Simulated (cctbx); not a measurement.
## Symmetry from intensities

Cell: a = 4.1080 Å, b = 4.1080 Å, c = 7.9240 Å, α = 90.00°, β = 90.00°, γ = 90.00°. Expected content of the cell: Pb2 Ni6 B1.

The data are simulated with cctbx, not measured: Mo Kα, λ = 0.71073 Å, to d = 0.65 Å, 50 % of the full sphere, strongest reflection 70000 counts, noise from counting, a 3 % proportional error and a noise floor of 4 counts (s.d.); no absorption, some extinction.

Tests on the unmerged data give:

```text
1025 reflections to d = 0.651 A
centring   violations  <I/sigma> of those
    A        462 of   529     20.0
    B        442 of   513     19.8
    C        390 of   512     16.5
    I        467 of   503     21.6
    R        572 of   680     19.2
    F        647 of   777     18.8
Laue class    unique    Rint  (classes that these axes allow; Friedel mates merged)
P -1              766   0.019
P 1 2/m 1         518   0.020
P 1 1 2/m         494   0.019
P 2/m 1 1         529   0.020
P m m m           326   0.021
P 4/m             274   0.021
P 4/m m m         192   0.022
space group    extra absences  I>4sigma  <I/sigma>
P 4 2 2                 0          0         -  acentric
P 4 m m                 0          0         -  acentric
P -4 2 m                0          0         -  acentric
P -4 m 2                0          0         -  acentric
P 4/m m m               0          0         -  centric
Wilson B = 0.83 A^2   <|E^2-1|> = 0.856 (0.968 centric, 0.736 acentric)   E^2>4: 3.6 %
shell (A)         n   <I/sigma>
 7.92 - 1.30     32     34.5
 1.30 - 1.03     25     42.9
 1.03 - 0.90     26     41.4
 0.90 - 0.82     19     52.5
 0.82 - 0.76     24     44.8
 0.76 - 0.72     22     38.5
 0.72 - 0.68     22     45.1
 0.68 - 0.65     22     40.2
```

Q: Read the symmetry from these tables.

Every centring test has many violations, so the lattice is primitive.

Rint stays low (0.019 to 0.022) up to P 4/m m m, the highest class in these axes.

5 settings pass the absence test. No glide or screw absences show, which leaves P 4 2 2, P 4 m m, P -4 2 m, P -4 m 2 and P 4/m m m.

⟨|E²−1|⟩ = 0.856 lies between the two ideal values. The Wilson B of 0.83 Å² means U ≈ 0.0105 Å².

The true group is P4/mmm (no. 123), Laue class 4/mmm, centrosymmetric. The tables only narrow the choice to the tied entries; cell content, site symmetry and trial solutions must settle it.

This is a model crystal, built by substitution and not relaxed, with assumed displacement parameters.

[Logs are printed without paths, hosts, clocks, repeated set-up lines and the standing remarks that a program may print on its own settings, such as how far it seeks lower states.]
